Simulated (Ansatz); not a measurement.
**Ca on W(110): change of the work function**

How does Ca on the hollow site change the work function of W(110) as the layer fills?

Calculated with Ansatz 0.2.0; plane-wave DFT, PBE, Ansatz PAW.

### Step 1. Set-up

The cell holds 4 atoms: 4 W. Cell: a = 2.737 Å, b = 2.737 Å, c = 24.703 Å, α = 90.0°, β = 90.0°, γ = 70.5°. Vacuum lies along c.

### Step 2. The clean slab

The bare slab comes first, as the zero from which every change is counted. The two lowest layers are held at bulk places and the upper ones relax. The dipole correction removes the false field that a one-sided slab makes across the periodic vacuum, so each face gets a flat vacuum level of its own.

Input file input.yaml:

```yaml
crystal:
  lattice:
    - [2.2344574285, -1.58, 0.0]
    - [2.2344574285, 1.58, 0.0]
    - [0.0, 0.0, 24.7033722856]
  atoms:
    - { symbol: W, position: [0.0, 0.0, 0.3643227287] }
    - { symbol: W, position: [0.5, 0.5, 0.4547742429] }
    - { symbol: W, position: [0.0, 0.0, 0.5452257571] }
    - { symbol: W, position: [0.5, 0.5, 0.6356772713] }
kpoints:
  mp_grid: { grid: [12, 12, 1] }
hamiltonian:
  xc: pbe
scf:
  occupations: { method: fermi_dirac, width: 0.1 }
  convergence: { dr2_threshold: 1.0e-08 }
efield:
  axis: 3
  dipole_correction: true
  ramp_position: 0.97
  ramp_width: 0.06
relax:
  f_tol: 0.02
  max_steps: 60
  constraints: [{ sites: [0, 1] }]
output:
  write_potential: true
  write_density: true
  volumetric_format: npy
```

Command:

```bash
ansatz run input.yaml --threads 4 --pin off --max-ram 16384MiB --backend cpu --events-out ev --progress --plain --runs-dir out
```

Numbers of over 12 decimals in the logs are rounded to 6 here.

The program printed:

```text
Engine: ansatz 0.2.0, x86_64-unknown-linux-gnu
Pseudopotentials: kind: paw
Pseudopotential: W, paw, valence charge 14, recommended cutoff 420 eV (normal), W.paw.azcp
Functional definition: PBE
  parameter kappa = 0.804
  parameter beta = 0.066725
  exchange = pbe_x(kappa = kappa, mu = beta*pi^2/3)
  correlation = pbe_c(beta = beta)
Crystal: 4 atoms, lattice volume = 174.428 Å³
Basis set: ecut = 420 eV, 3461 PW (Γ), exchange–correlation on 40×40×360 points (8 copies of the dense FFT grid, shifted against one another)
Bands: 34, of which v1, the nominal top of the filled ones, is band 28 counted from 1 (27 counted from 0)
Symmetry: 4 space group operations
k-points: 43 of 144
Non-local potential: W, projectors of the file, l = 0: 3, l = 1: 2, l = 2: 2, l = 3: 1
PAW form: soft (Blöchl's): semilocal exchange-correlation on the pseudo side does not see the compensation charge
PAW one-centre angular grid: W, 590 points (default); XC on 64 Gauss nodes
Initial density: superposition of atomic densities (neutral atoms: chi_scale 0, normalization atom), corrected by the library's trained network
Initial wavefunctions: pseudopotential atomic-orbital guess
Functional: x = pbe(κ = 0.804, μ = 0.219515), c = pbe(β = 0.066725)
SCF iter   1: F=—  HF=-41536.547941 eV  |F-HF|=—  |Δ(HF+E_count)|=         —  Δρ=9.69e-3  dr2=1.99e0  ethr=1.77e-3  p=0.000 e·Å  D=2.38e-13 V/Å  ΔV_dip=-0.00 eV  dr2_dipole=2.75e-7  V_vac-E_F(+/−)=5.06/5.06 eV  ⟨swp⟩=7.9  Hψ=15776  notcnv=0  defer=16
efield: sawtooth ramp at fractional position 0.9700 (set: `efield.ramp_position`, or a place that a band, a saddle search or an elastic batch's reference lends), width 0.0600; the density the first Hamiltonian is built on has a dipole p = 0.000 e·Å; the dipole correction subtracts the counter field D = 2.38e-13 V/Å, which shifts the + side's vacuum level by -0.00 eV against the − side's; the planar-averaged density in the ramp window peaks in size at 1.1e-5 e/Å³
automatic band count: the SCF goes on with 40 bands, as 34 were too few: the levels above may hold too much charge
preconditioner: auto → LDOS  [metal: Δε(μ)=0.044 eV  Ē_g=6.098 eV  σ=0.100 eV  W_gap=0.11  n_scr=16 (ndim 8)  ℏωp=13.8 eV  f_vac=0.562  D(μ)=3.18/eV (n_scr^D=14)  β→1.0]
SCF iter   2: F=—  HF=-41536.463458 eV  |F-HF|=—  |Δ(HF+E_count)|=   8.45e-2  Δρ=3.80e-3  dr2=1.53e-1  ethr=1.77e-3  p=-0.000 e·Å  D=-1.41e-5 V/Å  ΔV_dip=0.00 eV  dr2_dipole=9.43e-8  V_vac-E_F(+/−)=4.91/4.91 eV  ⟨swp⟩=2.0  Hψ=2409  notcnv=0  defer=46
SCF iter   3: F=—  HF=-41536.454053 eV  |F-HF|=—  |Δ(HF+E_count)|=   9.40e-3  Δρ=7.33e-4  dr2=4.77e-3  ethr=2.73e-4  p=-0.000 e·Å  D=-5.83e-6 V/Å  ΔV_dip=0.00 eV  dr2_dipole=2.38e-8  V_vac-E_F(+/−)=4.90/4.90 eV  ⟨swp⟩=1.9  Hψ=2195  notcnv=0  defer=48
SCF iter   4: F=—  HF=-41536.453645 eV  |F-HF|=—  |Δ(HF+E_count)|=   4.08e-4  Δρ=2.26e-4  dr2=2.83e-4  ethr=8.51e-6  p=-0.000 e·Å  D=-2.80e-6 V/Å  ΔV_dip=0.00 eV  dr2_dipole=3.78e-9  V_vac-E_F(+/−)=4.90/4.90 eV  ⟨swp⟩=2.2  Hψ=2210  notcnv=0  defer=48
SCF iter   5: F=—  HF=-41536.453617 eV  |F-HF|=—  |Δ(HF+E_count)|=   2.83e-5  Δρ=8.21e-5  dr2=9.88e-6  ethr=5.05e-7  p=-0.000 e·Å  D=-1.58e-6 V/Å  ΔV_dip=0.00 eV  dr2_dipole=4.14e-10  V_vac-E_F(+/−)=4.90/4.90 eV  ⟨swp⟩=2.8  Hψ=2489  notcnv=0  defer=48
SCF iter   6: F=—  HF=-41536.453677 eV  |F-HF|=—  |Δ(HF+E_count)|=   6.00e-5  Δρ=1.85e-5  dr2=1.78e-6  ethr=1.76e-8  p=-0.000 e·Å  D=-3.86e-7 V/Å  ΔV_dip=0.00 eV  dr2_dipole=1.14e-13  V_vac-E_F(+/−)=4.90/4.90 eV  ⟨swp⟩=3.0  Hψ=2816  notcnv=0  defer=46
SCF iter   7: F=—  HF=-41536.453677 eV  |F-HF|=—  |Δ(HF+E_count)|=   1.78e-7  Δρ=5.89e-6  dr2=9.95e-8  ethr=3.18e-9  p=-0.000 e·Å  D=-1.01e-7 V/Å  ΔV_dip=0.00 eV  dr2_dipole=5.37e-13  V_vac-E_F(+/−)=4.90/4.90 eV  ⟨swp⟩=2.1  Hψ=2209  notcnv=0  defer=46
SCF iter   8: F=—  HF=-41536.453677 eV  |F-HF|=—  |Δ(HF+E_count)|=   1.72e-7  Δρ=2.08e-6  dr2=1.13e-8  ethr=1.79e-11  p=-0.000 e·Å  D=-5.36e-8 V/Å  ΔV_dip=0.00 eV  dr2_dipole=2.43e-13  V_vac-E_F(+/−)=4.90/4.90 eV  ⟨swp⟩=12.3  Hψ=12531  notcnv=0
SCF iter   9: F=-41536.453677 eV  HF=-41536.453677 eV  |F-HF|=2.94e-9  |Δ(HF+E_count)|=   2.50e-9  Δρ=6.34e-7  dr2=1.01e-9  ethr=1.79e-11  p=-0.000 e·Å  D=-1.42e-8 V/Å  ΔV_dip=0.00 eV  dr2_dipole=1.95e-17  V_vac-E_F(+/−)=4.90/4.90 eV  ⟨swp⟩=10.8  Hψ=10717  notcnv=0
SCF 1 converged in 9 iterations: F = -41536.453677 eV  dr2 = 1.01e-9
  greatest PAW one-centre occupation: 1.000 electrons in one spin orbital (limit 2), on the W atom at site 0 (counted from 0), in its partial waves of l = 0
relax step   1: F+E_penalty+E_count = -41536.45367728 eV  Δ(F+E_penalty+E_count) = +0.000e0 eV  max|allowed force component| = 6.535e-1 eV/Å  Δτ_max = 0.0000 Å  (9 SCF iters, accepted)
Bands: 40, of which v1, the nominal top of the filled ones, is band 28 counted from 1 (27 counted from 0)
Initial density: handed on by an earlier stage of this run
Initial wavefunctions: those handed on with the density
iter 1 solved again at ethr=9.58e-4 eV; its pass at ethr=3.10e-3 eV (dr2=5.36e-1 eV) is discarded
SCF iter   1: F=—  HF=-41536.451068 eV  |F-HF|=—  |Δ(HF+E_count)|=         —  Δρ=7.55e-3  dr2=5.51e-1  ethr=9.58e-4  p=-0.000 e·Å  D=-4.96e-7 V/Å  ΔV_dip=0.00 eV  dr2_dipole=8.25e-2  V_vac-E_F(+/−)=4.92/4.92 eV  ⟨swp⟩=1.6  Hψ=6453  notcnv=0  defer=49
efield: sawtooth ramp at fractional position 0.9700 (set: `efield.ramp_position`, or a place that a band, a saddle search or an elastic batch's reference lends), width 0.0600; the density the first Hamiltonian is built on has a dipole p = -0.000 e·Å; the dipole correction subtracts the counter field D = -4.96e-7 V/Å, which shifts the + side's vacuum level by +0.00 eV against the − side's; the planar-averaged density in the ramp window peaks in size at 4.2e-6 e/Å³
preconditioner: auto → LDOS  [metal: Δε(μ)=0.008 eV  Ē_g=6.108 eV  σ=0.100 eV  W_gap=0.02  n_scr=16 (ndim 8)  ℏωp=13.8 eV  f_vac=0.561  D(μ)=3.03/eV (n_scr^D=12)  β→1.0]
SCF iter   2: F=—  HF=-41536.439070 eV  |F-HF|=—  |Δ(HF+E_count)|=   1.20e-2  Δρ=5.12e-3  dr2=1.98e-1  ethr=9.58e-4  p=0.007 e·Å  D=7.37e-3 V/Å  ΔV_dip=-0.18 eV  dr2_dipole=2.51e-3  V_vac-E_F(+/−)=4.72/4.90 eV  ⟨swp⟩=2.7  Hψ=2768  notcnv=0  defer=49
SCF iter   3: F=—  HF=-41536.411548 eV  |F-HF|=—  |Δ(HF+E_count)|=   2.75e-2  Δρ=1.14e-3  dr2=8.40e-3  ethr=3.53e-4  p=0.005 e·Å  D=5.11e-3 V/Å  ΔV_dip=-0.13 eV  dr2_dipole=6.86e-5  V_vac-E_F(+/−)=4.79/4.91 eV  ⟨swp⟩=2.4  Hψ=2949  notcnv=0  defer=49
[...]
SCF iter   4: F=—  HF=-41536.466244 eV  |F-HF|=—  |Δ(HF+E_count)|=   1.02e-3  Δρ=1.79e-4  dr2=1.18e-4  ethr=9.14e-6  p=0.004 e·Å  D=3.68e-3 V/Å  ΔV_dip=-0.09 eV  dr2_dipole=5.75e-7  V_vac-E_F(+/−)=4.81/4.90 eV  ⟨swp⟩=2.5  Hψ=2483  notcnv=0  defer=49
SCF iter   5: F=—  HF=-41536.466261 eV  |F-HF|=—  |Δ(HF+E_count)|=   1.70e-5  Δρ=5.43e-5  dr2=8.97e-6  ethr=2.11e-7  p=0.003 e·Å  D=3.19e-3 V/Å  ΔV_dip=-0.08 eV  dr2_dipole=8.64e-7  V_vac-E_F(+/−)=4.82/4.90 eV  ⟨swp⟩=2.2  Hψ=2723  notcnv=0  defer=49
SCF iter   6: F=—  HF=-41536.466316 eV  |F-HF|=—  |Δ(HF+E_count)|=   5.47e-5  Δρ=1.68e-5  dr2=2.41e-6  ethr=1.60e-8  p=0.003 e·Å  D=2.93e-3 V/Å  ΔV_dip=-0.07 eV  dr2_dipole=2.52e-8  V_vac-E_F(+/−)=4.83/4.90 eV  ⟨swp⟩=2.8  Hψ=3011  notcnv=0  defer=49
SCF iter   7: F=—  HF=-41536.466316 eV  |F-HF|=—  |Δ(HF+E_count)|=   9.84e-8  Δρ=6.68e-6  dr2=1.22e-7  ethr=4.30e-9  p=0.003 e·Å  D=2.81e-3 V/Å  ΔV_dip=-0.07 eV  dr2_dipole=1.59e-9  V_vac-E_F(+/−)=4.83/4.90 eV  ⟨swp⟩=2.0  Hψ=2145  notcnv=0  defer=49
SCF iter   8: F=—  HF=-41536.466316 eV  |F-HF|=—  |Δ(HF+E_count)|=   1.35e-7  Δρ=2.67e-6  dr2=2.96e-8  ethr=2.18e-10  p=0.003 e·Å  D=2.77e-3 V/Å  ΔV_dip=-0.07 eV  dr2_dipole=7.82e-10  V_vac-E_F(+/−)=4.83/4.90 eV  ⟨swp⟩=3.0  Hψ=3077  notcnv=0  defer=49
SCF iter   9: F=-41536.466316 eV  HF=-41536.466316 eV  |F-HF|=3.67e-9  |Δ(HF+E_count)|=   1.99e-8  Δρ=7.34e-7  dr2=1.32e-9  ethr=1.79e-11  p=0.003 e·Å  D=2.76e-3 V/Å  ΔV_dip=-0.07 eV  dr2_dipole=5.70e-13  V_vac-E_F(+/−)=4.83/4.90 eV  ⟨swp⟩=11.2  Hψ=11238  notcnv=0
SCF 3 converged in 9 iterations: F = -41536.466316 eV  dr2 = 1.32e-9
relax step   3: F+E_penalty+E_count = -41536.46631625 eV  Δ(F+E_penalty+E_count) = -1.264e-2 eV  max|allowed force component| = 9.000e-2 eV/Å  Δτ_max = 0.0345 Å  (9 SCF iters, accepted)
SCF iter   1: F=—  HF=-41536.467006 eV  |F-HF|=—  |Δ(HF+E_count)|=         —  Δρ=7.95e-4  dr2=4.51e-3  ethr=1.73e-4  p=0.003 e·Å  D=2.76e-3 V/Å  ΔV_dip=-0.07 eV  dr2_dipole=5.29e-4  V_vac-E_F(+/−)=4.83/4.90 eV  ⟨swp⟩=2.1  Hψ=2956  notcnv=0  defer=49
efield: sawtooth ramp at fractional position 0.9700 (set: `efield.ramp_position`, or a place that a band, a saddle search or an elastic batch's reference lends), width 0.0600; the density the first Hamiltonian is built on has a dipole p = 0.003 e·Å; the dipole correction subtracts the counter field D = 2.76e-3 V/Å, which shifts the + side's vacuum level by -0.07 eV against the − side's; the planar-averaged density in the ramp window peaks in size at 2.5e-6 e/Å³
preconditioner: auto → LDOS  [metal: Δε(μ)=0.042 eV  Ē_g=6.069 eV  σ=0.100 eV  W_gap=0.10  n_scr=16 (ndim 8)  ℏωp=13.8 eV  f_vac=0.561  D(μ)=3.08/eV (n_scr^D=14)  β→1.0]
SCF iter   2: F=—  HF=-41536.466781 eV  |F-HF|=—  |Δ(HF+E_count)|=   2.25e-4  Δρ=3.58e-4  dr2=1.22e-3  ethr=8.05e-6  p=0.002 e·Å  D=2.05e-3 V/Å  ΔV_dip=-0.05 eV  dr2_dipole=4.65e-5  V_vac-E_F(+/−)=4.85/4.90 eV  ⟨swp⟩=2.0  Hψ=2582  notcnv=0  defer=49
SCF iter   3: F=—  HF=-41536.466695 eV  |F-HF|=—  |Δ(HF+E_count)|=   8.52e-5  Δρ=1.37e-4  dr2=1.44e-4  ethr=2.17e-6  p=0.002 e·Å  D=2.31e-3 V/Å  ΔV_dip=-0.06 eV  dr2_dipole=1.26e-5  V_vac-E_F(+/−)=4.84/4.90 eV  ⟨swp⟩=2.0  Hψ=2277  notcnv=0  defer=49
SCF iter   4: F=—  HF=-41536.466675 eV  |F-HF|=—  |Δ(HF+E_count)|=   2.02e-5  Δρ=3.26e-5  dr2=6.82e-6  ethr=2.57e-7  p=0.002 e·Å  D=2.20e-3 V/Å  ΔV_dip=-0.05 eV  dr2_dipole=8.20e-7  V_vac-E_F(+/−)=4.84/4.90 eV  ⟨swp⟩=3.4  Hψ=3095  notcnv=0  defer=49
SCF iter   5: F=—  HF=-41536.466723 eV  |F-HF|=—  |Δ(HF+E_count)|=   4.76e-5  Δρ=1.10e-5  dr2=2.53e-7  ethr=1.22e-8  p=0.002 e·Å  D=2.19e-3 V/Å  ΔV_dip=-0.05 eV  dr2_dipole=5.37e-9  V_vac-E_F(+/−)=4.84/4.90 eV  ⟨swp⟩=2.5  Hψ=2375  notcnv=0  defer=49
SCF iter   6: F=—  HF=-41536.466723 eV  |F-HF|=—  |Δ(HF+E_count)|=   2.64e-7  Δρ=4.54e-6  dr2=3.52e-8  ethr=4.52e-10  p=0.002 e·Å  D=2.20e-3 V/Å  ΔV_dip=-0.05 eV  dr2_dipole=1.71e-10  V_vac-E_F(+/−)=4.84/4.90 eV  ⟨swp⟩=2.8  Hψ=3007  notcnv=0  defer=49
SCF iter   7: F=-41536.466723 eV  HF=-41536.466723 eV  |F-HF|=5.68e-9  |Δ(HF+E_count)|=   7.87e-8  Δρ=1.73e-6  dr2=9.39e-9  ethr=1.79e-11  p=0.002 e·Å  D=2.20e-3 V/Å  ΔV_dip=-0.05 eV  dr2_dipole=1.08e-12  V_vac-E_F(+/−)=4.84/4.90 eV  ⟨swp⟩=11.5  Hψ=11405  notcnv=0
SCF 4 converged in 7 iterations: F = -41536.466723 eV  dr2 = 9.39e-9
relax step   4: F+E_penalty+E_count = -41536.46672319 eV  Δ(F+E_penalty+E_count) = -4.069e-4 eV  max|allowed force component| = 1.129e-2 eV/Å  Δτ_max = 0.0139 Å  (7 SCF iters, accepted)
NSCF: frozen V_eff on 43 k-points
the band table was solved once a step of the walk had ended and its energy, with any forces and stress, was formed, with the checks that follow a solve (9077 applications of the Hamiltonian). They found nothing against the state; the energy, forces and stress were not computed again (output.eigenvalues in the input reference)
WARN: The output density's exchange-correlation potential varies sharply where the density is thin. Do not read a vacuum level from v_tot or v_xc, or from such a field of the output density. On a cell that repeats whose density bears no net charge and no dipole along the vacuum's axis use v_es (v_loc + v_h of the components); under efield.dipole_correction with no amplitude use v_es + v_field, which holds any externa [...]
SCF converged after 7 iterations
Free energy (F): -41536.466723 eV
Harris-Foulkes:  -41536.466723 eV  (|F-HF|=5.68e-9)
Internal energy: -41536.366955 eV  (E = F + TS)
E sigma→0 (E₀):  -41536.416839 eV
Entropy (-TS):   -0.099768 eV (-24.942 meV/atom)
Fermi energy:    5.203880 eV
Dipole field:    D = 0.002197 V/Å  (p = 0.002118 e·Å, saw-weighted, corrected)
Work function:   Φ+ = 4.8447 eV   Φ− = 4.8989 eV
Levels:          The Fermi level and band energies are counted from a zero that moves with the ramp; work functions are not
--- Per-component energies (eV) ---
  E_band       = -1291.057246
  E_kinetic    = 1792.505387
  E_local      = -71121.558173  (includes V_loc(G=0)·N_el)
  E_nonlocal   = 4.576205
  E_hartree    = 34741.224917
  E_xc         = -1063.352008
  E_vxc        = -949.335306  (∫ρ·V_xc dr)
  E_paw        = -34249.938995  (= ΣΔE_a)
  E_vpaw       = -499.704009  (= ΣTr[D̂ρ^β])
  E_aug_tail   = -0.000235  (compensation charges beyond the density's cutoff)
  E_efield     = 0.000002  (sawtooth field / dipole correction)
  E_vefield    = -0.001025  (∫n·V_field dr)
  E_ewald      = 28360.175944
  E_smearing   = -0.099768  (= −TS)
  E_closure    = 0.000000  (closes the sum)
  Σ components = -41536.466723   (vs F -41536.466723, Δ=0.00e0)
--- Forces (eV/Å), atoms counted from 1 ---
  atom   1  W      0.00000000     0.00000000     0.36117693
  atom   2  W      0.00000000    -0.00000000    -0.34159744
  atom   3  W      0.00000000    -0.00000000    -0.00830038
  atom   4  W      0.00000000    -0.00000000    -0.01129443
  max |Σ_I F_I| component: 1.53e-5 eV/Å
--- Band table (eV; the first three rows and the last of 43) ---
  k-point 0: bands = [... 24 lower, 3.7540, 3.7892, 3.9762, 4.5401, 4.8127, 5.7605, 6.0199, 6.9297, ... 8 higher]
  k-point 1: bands = [... 24 lower, 3.5720, 3.7614, 4.1231, 4.4811, 4.8136, 5.3411, 6.2452, 6.7515, ... 8 higher]
  k-point 2: bands = [... 24 lower, 3.3977, 3.5331, 3.9616, 4.3822, 4.9156, 5.2947, 6.6226, 6.6532, ... 8 higher]
  k-point 42: bands = [... 24 lower, 3.7933, 5.7375, 5.8442, 6.2645, 6.3571, 6.8712, 7.2505, 8.8378, ... 8 higher]
--- Relaxed structure (4 steps of the walk, 3 accepted, 0 SCFs on fresh bases) ---
  F+E_penalty+E_count = -41536.46672319 eV   max|allowed force component| = 1.129e-2 eV/Å
  atoms:
    - { symbol: W, position: [0.0, 0.0, 0.3643227287] }
    - { symbol: W, position: [0.5, 0.5, 0.4547742429] }
    - { symbol: W, position: [-6.653929971959807e-19, 6.653929971959807e-19, 0.546759] }
    - { symbol: W, position: [0.5, 0.5, 0.635499] }
```

The job ended after 27 s (4 threads of Intel Xeon Platinum 8175M at 2.50GHz (Skylake/Cascade Lake), shared host; peak memory 0.66 GiB).

Relaxation path:

| step | energy less that of the first step (eV) | largest force component (eV/Å) |
| --- | --- | --- |
| 1 | 0.0000 | 0.6535 |
| 2 | 0.0440 | 1.3654 |
| 3 | -0.0126 | 0.0900 |
| 4 | -0.0130 | 0.0113 |

Relaxation step 2 was tried and not accepted.

The run keeps the 4 symmetry operations that it works with, so distortions that break them were not tested.

The atoms that moved most (Å):

| atom | dx | dy | dz | length |
| --- | --- | --- | --- | --- |
| W3 | 0.000 | 0.000 | 0.038 | 0.038 |

This step gave:

* energy at zero smearing: -41536.4168 eV
* work function, upper face: 4.845 eV
* work function, lower face: 4.899 eV
* dipole along the normal: 0.002118 e·Å
* step between the vacuum levels: -0.05428 eV

Running mean over 2.234 Å of the planar mean; the ramp of the sawtooth is left out. Table of electron's electrostatic potential energy less the Fermi level by z:

| z (Å) | electron's electrostatic potential energy less the Fermi level (eV) |
| --- | --- |
| 4 | 4.90 |
| 5 | 4.89 |
| 6 | 4.75 |
| 7 | 3.30 |
| 8 | -5.75 |
| 9 | -12.2 |
| 10 | -12.6 |
| 11 | -12.7 |
| 12 | -12.5 |
| 13 | -12.6 |
| 14 | -13.0 |
| 15 | -12.9 |
| 16 | -11.5 |
| 17 | -2.27 |
| 18 | 4.06 |
| 19 | 4.78 |
| 20 | 4.84 |
| 21 | 4.84 |

The relaxation took 4 steps and lowered the energy by 0.013 eV; the largest force on the free atoms ends at 0.011 eV/Å.

The work function of the upper face is 4.84 eV.

[end of part 1 of 3]

[Logs are printed without paths, hosts, clocks, repeated set-up lines and the standing remarks that a program may print on its own settings, such as how far it seeks lower states.]

[Hosts, paths, dates, database ids (printed as entryN), source tags and the programs' standing remarks are cut or masked in the printed files.]

[Maps of the electrostatic potential energy from Ansatz leave out the sawtooth potential of an applied field or a dipole correction, so their vacuum need not be flat; planar profiles and work functions include it.]
